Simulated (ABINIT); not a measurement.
# GaP (F-43m): G0W0 in ABINIT against the k mesh

How does the gap of GaP (F-43m) converge in the k mesh?

Calculated with ABINIT 10.8.3; PBE and many-body steps on it, plane waves.

This is a report of a sequence of runs, with most program output left out.

### Step 1. The starting structure

It takes space group F-43m (No. 216, cubic). Conventional cell: a = 5.450 Å, b = 5.450 Å, c = 5.450 Å, α = 90.00°, β = 90.00°, γ = 90.00°. Nearest to Ga lie 4 P at 2.36 Å. P has 4 Ga at 2.36 Å nearest. Farther neighbours are not listed.

Structure file:

```cif
data_structure
_symmetry_space_group_name_H-M 'P 1'
_symmetry_Int_Tables_number 1
_cell_length_a 3.8541
_cell_length_b 3.8541
_cell_length_c 3.8541
_cell_angle_alpha 60.000
_cell_angle_beta 60.000
_cell_angle_gamma 60.000
_cell_volume 40.48
loop_
_atom_site_label
_atom_site_type_symbol
_atom_site_fract_x
_atom_site_fract_y
_atom_site_fract_z
_atom_site_occupancy
Ga1 Ga 0.00000 0.00000 0.00000 1
P2 P 0.25000 0.25000 0.25000 1
```

The cell and positions come from the Crystallography Open Database and are kept as given unless a step says otherwise.

### Step 2. Empty states on the mesh, 4×4×4 mesh, 108 bands

This step: ABINIT 10.8.3; DFT, PBE, plane waves, norm-conserving pseudopotentials.

The sums over transitions need many empty states on a uniform mesh; this step solves for them.

File run.abi:

```
acell 3*1.0 Angstrom
rprim 
  0.000000000000 2.725250000000 2.725250000000
  2.725250000000 0.000000000000 2.725250000000
  2.725250000000 2.725250000000 0.000000000000
ntypat 2
znucl 31 15
natom 2
typat 1 2
xred 
  0.000000000000 0.000000000000 0.000000000000
  0.250000000000 0.250000000000 0.250000000000
pp_dirpath "pseudos"
pseudos "Ga.upf, P.upf"
ecut 36
ngkpt 4 4 4
nshiftk 1
shiftk 0 0 0
kptopt 1
chksymbreak 0
irdden 1
istwfk *1
nband 108
prtvol 0
optdriver 6
gwr_task "HDIAGO"
paral_kgb 0
occopt 1
indata_prefix "in"
outdata_prefix "out"
tmpdata_prefix "tmp"
```

Run with:

```
OMP_NUM_THREADS=1 mpirun -n 4 abinit run.abi > log
```

Run time: 40 s. Hardware: 4 MPI ranks of Arm Neoverse V1, shared host; peak memory 1.9 GiB; 2.6 min of CPU time.

Numbers from this step:

```
gap                                                           : 1.653 eV
k of the valence top                                          : 0, 0, 0
k of the conduction bottom                                    : 0.5, 0.5, 0
least direct gap                                              : 1.817 eV
k points computed                                             : 8
lowest point of the top converged band, above the valence top : 88.9156 eV
```

On this mesh the gap is 1.653 eV.

The density comes from a self-consistent run that is not shown.

### Step 3. Empty states on the mesh, 2×2×2 mesh, 36 bands

run.abi, as its differences from that of step 2:

```diff
@@ -15,3 +15,3 @@
 ecut 36
-ngkpt 4 4 4
+ngkpt 2 2 2
 nshiftk 1
@@ -20,10 +20,10 @@
 chksymbreak 0
+iscf -2
 irdden 1
 istwfk *1
-nband 108
+nband 36
+nbdbuf 4
+tolwfr 1e-09
+nstep 60
 prtvol 0
-optdriver 6
-gwr_task "HDIAGO"
-paral_kgb 0
-occopt 1
 indata_prefix "in"
```

It took 4.9 s on 4 MPI ranks; peak memory 0.24 GiB.

Numbers from this step:

| Item | Value |
| --- | --- |
| gap | 1.653 eV |
| k of the valence top | 0, 0, 0 |
| k of the conduction bottom | 0.5, 0.5, 0 |
| least direct gap | 1.817 eV |
| k points computed | 3 |
| lowest point of the top converged band, above the valence top | 31.43 eV |

On this mesh the gap is 1.653 eV.

### Step 4. Empty states on the mesh, 6×6×6 mesh, 36 bands

run.abi, as its differences from that of step 3:

```diff
@@ -15,3 +15,3 @@
 ecut 36
-ngkpt 2 2 2
+ngkpt 6 6 6
 nshiftk 1
```

Run time: 11 s. Hardware: 4 MPI ranks; peak memory 0.27 GiB; 44 s of CPU time.

Numbers from this step:

- gap: 1.653 eV
- k of the valence top: 0, 0, 0
- k of the conduction bottom: 0.5, 0.5, 0
- least direct gap: 1.817 eV
- k points computed: 16
- lowest point of the top converged band, above the valence top: 30.75 eV

On this mesh the gap is 1.653 eV.

### Step 5. Screening, 2×2×2 mesh, 32 bands, screening to 106.1 eV

The RPA dielectric matrix is built and inverted for each q.

This step: RPA screening on PBE, plane waves, norm-conserving pseudopotentials.

run.abi, as its differences from that of step 4:

```diff
@@ -15,3 +15,3 @@
 ecut 36
-ngkpt 6 6 6
+ngkpt 2 2 2
 nshiftk 1
@@ -20,10 +20,11 @@
 chksymbreak 0
-iscf -2
-irdden 1
 istwfk *1
-nband 36
-nbdbuf 4
-tolwfr 1e-09
-nstep 60
-prtvol 0
+occopt 1
+irdwfk 1
+optdriver 3
+nband 32
+ecuteps 3.9
+inclvkb 2
+awtr 1
+symchi 1
 indata_prefix "in"
```

It took 2.7 s on 4 MPI ranks; peak memory 0.09 GiB.

This step gave:

```
ε∞ with local fields, on this mesh, along the program's q direction : 48.33
the same without local fields                                       : 55.69
plasma frequency                                                    : 24.76 eV
plane waves in the screening matrix                                 : 113
```

Local fields lower ε∞ by 13 %. On a Γ-centred mesh this coarse the value itself is usually too large, while a short band sum pulls it down.

### Step 6. 2×2×2

This step: G0W0 on PBE, plane waves, norm-conserving pseudopotentials.

run.abi, as its differences from that of step 5:

```diff
@@ -23,8 +23,17 @@
 irdwfk 1
-optdriver 3
+optdriver 4
 nband 32
+gwcalctyp 0
+ecutsigx 36
+symsigma 1
+nkptgw 2
+kptgw 
+  0.0000000000 0.0000000000 0.0000000000
+  0.5000000000 0.5000000000 0.0000000000
+bdgw 
+  7 13
+  8 11
 ecuteps 3.9
-inclvkb 2
-awtr 1
-symchi 1
+irdscr 1
+ppmodel 1
 indata_prefix "in"
```

Elapsed: 2.8 s, on 4 MPI ranks; peak memory 0.1 GiB.

Numbers from this step:

| Item | Value |
| --- | --- |
| G0W0 gap on the points computed | 1.859 eV |
| starting gap on the mesh | 1.653 eV |
| k of the valence top | 0, 0, 0 |
| k of the conduction bottom | 0.5, 0.5, 0 |
| Z at the valence top | 0.798 |
| Z at the conduction bottom | 0.826 |
| least direct G0W0 gap on the computed points | 2.409 eV |

### Step 7. Screening, 4×4×4 mesh, 32 bands, screening to 106.1 eV

This step: RPA screening on PBE, plane waves, norm-conserving pseudopotentials.

run.abi, as its differences from that of step 6:

```diff
@@ -15,3 +15,3 @@
 ecut 36
-ngkpt 2 2 2
+ngkpt 4 4 4
 nshiftk 1
@@ -23,17 +23,8 @@
 irdwfk 1
-optdriver 4
+optdriver 3
 nband 32
-gwcalctyp 0
-ecutsigx 36
-symsigma 1
-nkptgw 2
-kptgw 
-  0.0000000000 0.0000000000 0.0000000000
-  0.5000000000 0.5000000000 0.0000000000
-bdgw 
-  7 13
-  8 11
 ecuteps 3.9
-irdscr 1
-ppmodel 1
+inclvkb 2
+awtr 1
+symchi 1
 indata_prefix "in"
```

Elapsed: 5.1 s, on 4 MPI ranks; peak memory 0.42 GiB.

This step gave:

* ε∞ with local fields, on this mesh, along the program's q direction: 17.95
* the same without local fields: 19.57
* plasma frequency: 24.76 eV
* plane waves in the screening matrix: 113

### Step 8. 4×4×4

The self-energy is evaluated for the states that the input lists, and the levels follow from it, in one-shot runs by the linearised quasiparticle equation.

This step: G0W0 on PBE, plane waves, norm-conserving pseudopotentials.

run.abi, as its differences from that of step 7:

```diff
@@ -23,8 +23,17 @@
 irdwfk 1
-optdriver 3
+optdriver 4
 nband 32
+gwcalctyp 0
+ecutsigx 36
+symsigma 1
+nkptgw 2
+kptgw 
+  0.0000000000 0.0000000000 0.0000000000
+  0.5000000000 0.5000000000 0.0000000000
+bdgw 
+  7 13
+  8 11
 ecuteps 3.9
-inclvkb 2
-awtr 1
-symchi 1
+irdscr 1
+ppmodel 1
 indata_prefix "in"
```

Run time: 3.5 s. Hardware: 4 MPI ranks; peak memory 0.49 GiB; 14 s of CPU time.

This step gave:

```yaml
g0w0_gap_on_the_points_computed: 1.989 eV
starting_gap_on_the_mesh: 1.653 eV
k_of_the_valence_top: 0, 0, 0
k_of_the_conduction_bottom: 0.5, 0.5, 0
z_at_the_valence_top: 0.782
z_at_the_conduction_bottom: 0.808
least_direct_g0w0_gap_on_the_computed_points: 2.384 eV
```

The gap on the mesh goes from 1.65 eV to 1.99 eV, a correction of +0.34 eV.

### Step 9. Screening, 6×6×6 mesh, 32 bands, screening to 106.1 eV

This step: RPA screening on PBE, plane waves, norm-conserving pseudopotentials.

run.abi, as its differences from that of step 8:

```diff
@@ -15,3 +15,3 @@
 ecut 36
-ngkpt 4 4 4
+ngkpt 6 6 6
 nshiftk 1
@@ -23,17 +23,8 @@
 irdwfk 1
-optdriver 4
+optdriver 3
 nband 32
-gwcalctyp 0
-ecutsigx 36
-symsigma 1
-nkptgw 2
-kptgw 
-  0.0000000000 0.0000000000 0.0000000000
-  0.5000000000 0.5000000000 0.0000000000
-bdgw 
-  7 13
-  8 11
 ecuteps 3.9
-irdscr 1
-ppmodel 1
+inclvkb 2
+awtr 1
+symchi 1
 indata_prefix "in"
```

Run time: 20 s. Hardware: 4 MPI ranks; peak memory 0.6 GiB; 78 s of CPU time.

Numbers from this step:

| Item | Value |
| --- | --- |
| ε∞ with local fields, on this mesh, along the program's q direction | 12.15 |
| the same without local fields | 13.38 |
| plasma frequency | 24.76 eV |
| plane waves in the screening matrix | 113 |

### Step 10. 6×6×6

This step: G0W0 on PBE, plane waves, norm-conserving pseudopotentials.

run.abi, as its differences from that of step 9:

```diff
@@ -23,8 +23,17 @@
 irdwfk 1
-optdriver 3
+optdriver 4
 nband 32
+gwcalctyp 0
+ecutsigx 36
+symsigma 1
+nkptgw 2
+kptgw 
+  0.0000000000 0.0000000000 0.0000000000
+  0.5000000000 0.5000000000 0.0000000000
+bdgw 
+  7 13
+  8 11
 ecuteps 3.9
-inclvkb 2
-awtr 1
-symchi 1
+irdscr 1
+ppmodel 1
 indata_prefix "in"
```

Elapsed: 4.7 s, on 4 MPI ranks; peak memory 0.77 GiB; 18 s of CPU time.

This step gave:

- G0W0 gap on the points computed: 2.018 eV
- starting gap on the mesh: 1.653 eV
- k of the valence top: 0, 0, 0
- k of the conduction bottom: 0.5, 0.5, 0
- least direct G0W0 gap on the computed points: 2.382 eV

Against the run before, the gap moves by +0.029 eV.

### Step 11. The runs together

Times are wall times on 4 MPI ranks of Arm Neoverse V1, shared host, good to a factor of about two. A run's time includes the screening step that it read.

```csv
run,mesh,bands,screening cutoff (eV),DFT gap (eV),gap on the mesh (eV),direct (eV),ε∞ used,time
2×2×2,2×2×2,32,106.1,1.653,1.859,2.409,48.33,5.5 s
4×4×4,4×4×4,32,106.1,1.653,1.989,2.384,17.95,8.6 s
6×6×6,6×6×6,32,106.1,1.653,2.018,2.382,12.15,24 s
```

### Step 12. Results

| Quantity | Value |
| --- | --- |
| 2×2×2 | 1.859 eV |
| 4×4×4 | 1.989 eV |
| 6×6×6 | 2.018 eV |
| known limits | not at the basis limit; exchange with frozen shells missing; no spin-orbit coupling; coarse k mesh |

In words: The setting moved: k mesh. From 2×2×2 to 6×6×6 the gap moves by +0.16 eV, for 4.4 times the time. The last step still moves it by +0.029 eV. Bands and screening cutoff are coupled, so a series along one setting does not show full convergence. Bands and cutoff are finite, so the gap is not at the basis limit. The miss can reach some tenths of an eV and take either sign; the mesh is an error of its own. In the first G0W0 run levels were corrected at 2 k points alone, so a gap called «on the mesh» is the least over those, and an edge elsewhere would be missed. The 2×2×2 mesh is coarse for this cell, which bears on the long-range parts of exchange and screening. The norm-conserving file of at least one element keeps a d shell over frozen s and p shells of the same row. Exchange with those shells is missing from the self-energy, an error of 0.3 to 0.9 eV in cases checked, whose sign depends on which edge lies on those atoms. The many-body steps are scalar-relativistic: spin-orbit coupling is not in them.

[Paths, hosts, dates, memory and timing lines, banners, echoed tables and standing remarks are left out of the program output.]

[Logs are printed without paths, hosts, clocks, repeated set-up lines and the standing remarks that a program may print on its own settings, such as how far it seeks lower states.]

[Runs of the session that timed out or met a known fault of the program may be left out.]

[No measured gap is set beside runs whose start may be inverted or whose files or cutoffs have a known fault.]

[Hosts, paths, dates, database ids (printed as entryN), source tags and the programs' standing remarks are cut or masked in the printed files.]

[G0W0 gaps are taken among the corrected bands and points alone; a level outside them can change the order at an edge.]

[Where Ansatz stands beside ABINIT at settings called matched, ABINIT's density can come from a denser mesh and the files from another edition; pairs whose starting gaps differed by over 0.03 eV were left out, so agreement reads better than it is.]
